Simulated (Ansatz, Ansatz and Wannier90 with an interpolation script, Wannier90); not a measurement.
## CdTe (F-43m): what limits a Wannier interpolation of GW

Aim: vary the Wannier model and the GW settings for CdTe (F-43m) and see what the interpolated bands lose.

Calculated with Wannier90 4.0.3; maximally localised Wannier functions from the overlaps of LDA states (plane waves, PAW).

Most raw output is cut from this account.

The database entry behind the starting cell differs from later determinations by our own check (an axis about 1.1 % short against later determinations), so it need not match the best structure at ambient conditions.

## Step 1: The structure

Symmetry: F-43m, No. 216, cubic system. The conventional cell has a = 6.410 Å, b = 6.410 Å, c = 6.410 Å, α = 90.00°, β = 90.00°, γ = 90.00°. Nearest to Cd lie 4 Te at 2.78 Å. Te has 4 Cd at 2.78 Å nearest. Farther neighbours and most contacts between anions are not listed.

The cell and positions come from the Crystallography Open Database and are kept as given unless a step says otherwise. Spin-orbit coupling is left out unless a step names it.

## Step 2: Wannier model on 12×12×12, by Wannier90

Localised functions give a small Hamiltonian that interpolates between mesh points at no cost.

Input file w.win:

```
num_iter = 1200
conv_tol = 1.0e-8
conv_window = 5
dis_num_iter = 4000
dis_conv_tol = 1.0e-8
dis_mix_ratio = 0.7
write_hr = true
use_ws_distance = false
num_print_cycles = 50
! ansatz wannier90 interface
! projections by site (counted from 0) and shell: 0 5S, 1 5P
! states of the run's bands (counted from 1): 1-22
num_bands = 22
num_wann  = 4
dis_win_min = 2.78
dis_win_max = 13.26
dis_froz_min = 2.78
dis_froz_max = 8.73
guiding_centres = true

begin unit_cell_cart
Ang
                      0.0                    3.205                    3.205
                    3.205                      0.0                    3.205
                    3.205                    3.205                      0.0
end unit_cell_cart

begin atoms_frac
Cd                       0.0                      0.0                      0.0
Te                      0.75                     0.75                     0.75
end atoms_frac

mp_grid = 12 12 12

[... the mesh's points ...]
```

The run is started by

```bash
$ OMP_NUM_THREADS=1 mpirun -n 8 wannier90.x w > wannier90.x.log
```

Elapsed: 6.4 s, on 8 MPI ranks of Arm Neoverse V2, shared host.

This step gave:

```
gauge-invariant spread     : 16.33 Å²
diagonal spread            : 0.2588 Å²
off-diagonal spread        : 0.5944 Å²
total spread               : 17.18 Å²
disentanglement steps      : 153
r.m.s. interpolation error : 2.27e-4 eV
r.m.s. error near the gap  : 2.71e-4 eV
```

Near the gap the model misses directly solved bands by 0.3 meV r.m.s. and by 1 meV at most in the window tested. This tests the starting bands, not the corrections carried with them.

## Step 3: Wannier model on 12×12×12, by the program's own minimiser

This step: maximally localised Wannier functions, LDA, plane waves, PAW.

Input file input.yaml:

```yaml
crystal:
  lattice:
    - [0.0, 3.205, 3.205]
    - [3.205, 0.0, 3.205]
    - [3.205, 3.205, 0.0]
  atoms:
    - { symbol: Cd, position: [0.0, 0.0, 0.0] }
    - { symbol: Te, position: [0.75, 0.75, 0.75] }
kpoints:
  mp_grid: { grid: [6, 6, 6] }
hamiltonian:
  xc: lda
scf:
  occupations: { method: fixed }
  n_extra_bands: 35
output:
  wannier:
    kmesh: [12, 12, 12]
    projections: [{ species: Cd, l: s, shell: 5 }, { species: Te, l: p, shell: 5 }]
    minimise: true
    write_hr: true
    seedname: w
    conv_tol: 1.0e-06
    max_iter: 20000
    stability_check: false
    disentanglement:
      window: [2.78, 13.26]
      frozen_window: [2.78, 8.73]
      conv_tol: 1.0e-08
```

The run is started by

```bash
$ ansatz run input.yaml --threads 12 --pin off --max-ram 22118MiB --backend cpu --events-out ev --progress --plain --runs-dir out
```

Wall time 11 s (12 threads); peak memory 2.5 GiB; 55 s of CPU time.

Numbers from this step:

```yaml
gauge_invariant_spread: 16.33 Å²
diagonal_spread: 0.2590 Å²
off_diagonal_spread: 0.5948 Å²
total_spread: 17.18 Å²
least_projectability: 0.3844
localisation_steps: 39
disentanglement_steps: 139
r_m_s_interpolation_error: 2.23e-4 eV
r_m_s_error_near_the_gap: 2.65e-4 eV
```

Near the gap the model misses directly solved bands by 0.3 meV r.m.s. and by 1 meV at most in the window tested. This tests the starting bands, not the corrections carried with them.

Frozen up to 1.11 eV; above it the model need not follow the bands. Electronic bands along the path, in eV, zero at the valence-band top; v1 is the highest filled band, c1 the lowest empty one:

```tsv
point	v3	v2	v1	c1
Γ	0.00	0.00	0.00	0.61
halfway	-2.81	-1.17	-1.17	2.93
X	-4.54	-2.00	-2.00	2.55
halfway	-4.51	-2.31	-1.91	2.87
U	-4.44	-2.74	-1.66	3.31
jump to K	-4.44	-2.74	-1.66	3.31
halfway	-3.18	-1.61	-0.48	2.85
Γ	0.00	0.00	0.00	0.61
halfway	-2.88	-0.46	-0.46	1.96
L	-4.69	-0.83	-0.83	1.67
halfway	-4.48	-2.22	-1.36	3.15
W	-4.42	-2.48	-2.37	4.27
halfway	-4.48	-2.25	-2.20	3.23
X	-4.54	-2.00	-2.00	2.55
```

The same for Kohn-Sham, solved directly:

```tsv
point	v3	v2	v1	c1
Γ	0.00	0.00	0.00	0.61
X	-4.54	-2.00	-2.00	2.38
U	-4.44	-2.74	-1.66	2.74
K	-4.44	-2.74	-1.66	2.74
Γ	0.00	0.00	0.00	0.61
L	-4.69	-0.83	-0.83	1.67
W	-4.42	-2.48	-2.37	4.27
X	-4.54	-2.00	-2.00	2.38
```

## Step 4: Wannier model on 6×6×6, by Wannier90

This step: maximally localised Wannier functions from the overlaps of LDA states (plane waves, PAW).

w.win, as its differences from that of step 2:

```diff
@@ -32,3 +32,3 @@
 
-mp_grid = 12 12 12
+mp_grid = 6 6 6
```

The run is started by

```bash
$ OMP_NUM_THREADS=1 mpirun -n 8 wannier90.x w > wannier90.x.log
```

Wall time 1.3 s (8 MPI ranks); 7.7 s of CPU time.

Numbers from this step:

```yaml
gauge_invariant_spread: 14.83 Å²
diagonal_spread: 0.2557 Å²
off_diagonal_spread: 0.8763 Å²
total_spread: 15.96 Å²
disentanglement_steps: 41
r_m_s_interpolation_error: 0.003584 eV
r_m_s_error_near_the_gap: 0.003473 eV
```

Near the gap the model misses directly solved bands by 3.5 meV r.m.s. and by 12 meV at most in the window tested. This tests the starting bands, not the corrections carried with them.

Frozen up to 1.11 eV; above it the model need not follow the bands. Electronic bands along the path, in eV, zero at the valence-band top; v1 is the highest filled band, c1 the lowest empty one:

```tsv
point	v3	v2	v1	c1
Γ	0.00	0.00	0.00	0.61
halfway	-2.80	-1.17	-1.17	2.92
X	-4.54	-2.00	-2.00	2.55
halfway	-4.51	-2.30	-1.91	2.87
U	-4.44	-2.74	-1.66	3.30
jump to K	-4.44	-2.74	-1.66	3.30
halfway	-3.18	-1.62	-0.48	2.85
Γ	0.00	0.00	0.00	0.61
halfway	-2.88	-0.46	-0.46	1.98
L	-4.69	-0.83	-0.83	1.67
halfway	-4.48	-2.21	-1.37	3.19
W	-4.42	-2.49	-2.37	4.07
halfway	-4.48	-2.24	-2.20	3.27
X	-4.54	-2.00	-2.00	2.55
```

The same for Kohn-Sham, solved directly:

```tsv
point	v3	v2	v1	c1
Γ	0.00	0.00	0.00	0.61
X	-4.54	-2.00	-2.00	2.38
U	-4.44	-2.74	-1.66	2.74
K	-4.44	-2.74	-1.66	2.74
Γ	0.00	0.00	0.00	0.61
L	-4.69	-0.83	-0.83	1.67
W	-4.42	-2.48	-2.37	4.27
X	-4.54	-2.00	-2.00	2.38
```

## Step 5: A faulty Wannier input

This step: maximally localised Wannier functions, LDA, plane waves, PAW.

input.yaml, as its differences from that of step 3:

```diff
@@ -17,3 +17,3 @@
   wannier:
-    kmesh: [12, 12, 12]
+    kmesh: [6, 6, 6]
     projections: [{ species: Cd, l: s, shell: 5 }, { species: Te, l: p, shell: 5 }]
@@ -23,3 +23,3 @@
     conv_tol: 1.0e-06
-    max_iter: 20000
+    max_iter: 3
     stability_check: false
```

The run is started by

```bash
$ ansatz run input.yaml --threads 12 --pin off --max-ram 22118MiB --backend cpu --events-out ev --progress --plain --runs-dir out
```

Run time: 0.15 s. Hardware: 12 threads; peak memory 0.088 GiB.

The program refused the input before any cycle.

The program's message: “Error: invalid value for `output.wannier.max_iter`: must be ≥ 5; got 3”

The fault put into this input: too few iterations.

## Step 6: G0W0: 6×6×6 mesh, 302 empty bands, screening to 160 eV

G0W0 replaces the xc potential by the self-energy, built once from these orbitals. Only a window of levels is corrected, while the sums run over the empty bands that the input names.

This step: G0W0 on LDA, plane waves, PAW.

input.yaml, the sections that differ from step 5:

```yaml
scf:
  occupations: { method: fixed }
gw:
  n_empty_bands: 302
  ecut_chi: 160.0
  qp_bands: [v3, c1]
  screening: { model: contour_deformation }
# crystal, kpoints, hamiltonian: as in step 5
# output: removed
```

It took 7.4 min on 12 threads; peak memory 3.3 GiB.

The G0W0 gap on the mesh is 1.386 eV.

## Step 7: G0W0: 3×3×3 mesh, 302 empty bands, screening to 160 eV

input.yaml, as its differences from that of step 6:

```diff
@@ -9,3 +9,3 @@
 kpoints:
-  mp_grid: { grid: [6, 6, 6] }
+  mp_grid: { grid: [3, 3, 3] }
 hamiltonian:
```

The job ended after 19 s (12 threads; peak memory 1.2 GiB).

The G0W0 gap on the mesh is 1.309 eV.

## Step 8: G0W0: 6×6×6 mesh, 140 empty bands, screening to 96 eV

input.yaml, the sections that differ from step 7:

```yaml
kpoints:
  mp_grid: { grid: [6, 6, 6] }
gw:
  n_empty_bands: 140
  ecut_chi: 96
  qp_bands: [v3, c1]
  screening: { model: contour_deformation }
# crystal, hamiltonian, scf: as in step 7
```

Elapsed: 2.4 min, on 12 threads; peak memory 1.2 GiB; 7.8 min of CPU time.

The G0W0 gap on the mesh is 1.365 eV.

## Step 9: G0W0: 6×6×6 mesh, 302 empty bands, screening to 160 eV, plasmon pole

input.yaml, the sections that differ from step 8:

```yaml
gw:
  n_empty_bands: 302
  ecut_chi: 160.0
  qp_bands: [v3, c1]
  screening: { model: godby_needs }
# crystal, kpoints, hamiltonian, scf: as in step 8
```

Run time: 4.5 min. Hardware: 12 threads; peak memory 3.2 GiB.

The G0W0 gap on the mesh is 1.485 eV.

## Step 10: Interpolated results

Times are wall times on 12 threads of Arm Neoverse V2, shared host, good to a factor of about two.

```tsv
GW mesh	empty bands	cutoff (eV)	frequency	gap on mesh (eV)	gap over zone (eV)	direct gap (eV)	valence width (eV)	GW time
6×6×6	302	160	contour deformation	1.386	1.386	1.386	4.712	7.4 min
3×3×3	302	160	contour deformation	1.309	1.360	1.360	4.740	19 s
6×6×6	140	96	contour deformation	1.365	1.365	1.365	4.778	2.4 min
6×6×6	302	160	plasmon pole	1.485	1.485	1.485	4.953	4.5 min
```

## Step 11: Results

```
6×6×6 mesh, 302 empty bands, screening to 160 eV               : 1.39 eV
3×3×3 mesh, 302 empty bands, screening to 160 eV               : 1.36 eV
6×6×6 mesh, 140 empty bands, screening to 96 eV                : 1.36 eV
6×6×6 mesh, 302 empty bands, screening to 160 eV, plasmon pole : 1.49 eV
```

In words: The largest change, +0.10 eV in the gap over the zone, comes with 6×6×6 mesh, 302 empty bands, screening to 160 eV, plasmon pole. The first run is a reference, not a converged one, and where a row moves several settings no single cause can be named. Rows on another GW mesh add that mesh's corrections to the bands of the one model. The program's own minimiser ends at the same spread as the first model, 17.2 Å², from the same trial orbitals; this need not be the lowest minimum. Coarser Wannier mesh (6×6×6): the miss near the gap goes from under 1 (the model on 12×12×12) to 3 meV and the total spread from 17.2 to 16.0 Å². With 3×3×3 mesh, 302 empty bands, screening to 160 eV the gap over the zone moves by −0.03 eV and that on the mesh by −0.08 eV. With 6×6×6 mesh, 140 empty bands, screening to 96 eV the gap over the zone moves by −0.02 eV and that on the mesh by −0.02 eV. With 6×6×6 mesh, 302 empty bands, screening to 160 eV, plasmon pole the gap over the zone moves by +0.10 eV and that on the mesh by +0.10 eV. Gaps over the zone and on the mesh differ where an edge lies off the mesh, or where a GW run starts from another density: the starting gap over the zone is 0.609 eV, on the GW meshes it is 0.609 eV and 0.557 eV. The 6×6×6 mesh is coarse for this cell (its supercell is 27 Å along the shortest edge). The RPA ε∞ on it, from the LDA start, is 19.12; such meshes misread the long-range screening, most where the gap is narrow. The many-body steps are scalar-relativistic: spin-orbit coupling is not in them.

[Paths, hosts, dates, memory and timing lines, banners, echoed tables and standing remarks are left out of the program output.]

[Logs are printed without paths, hosts, clocks, repeated set-up lines and the standing remarks that a program may print on its own settings, such as how far it seeks lower states.]

[Runs of the session that timed out or met a known fault of the program may be left out.]

[Hosts, paths, dates, database ids (printed as entryN), source tags and the programs' standing remarks are cut or masked in the printed files.]
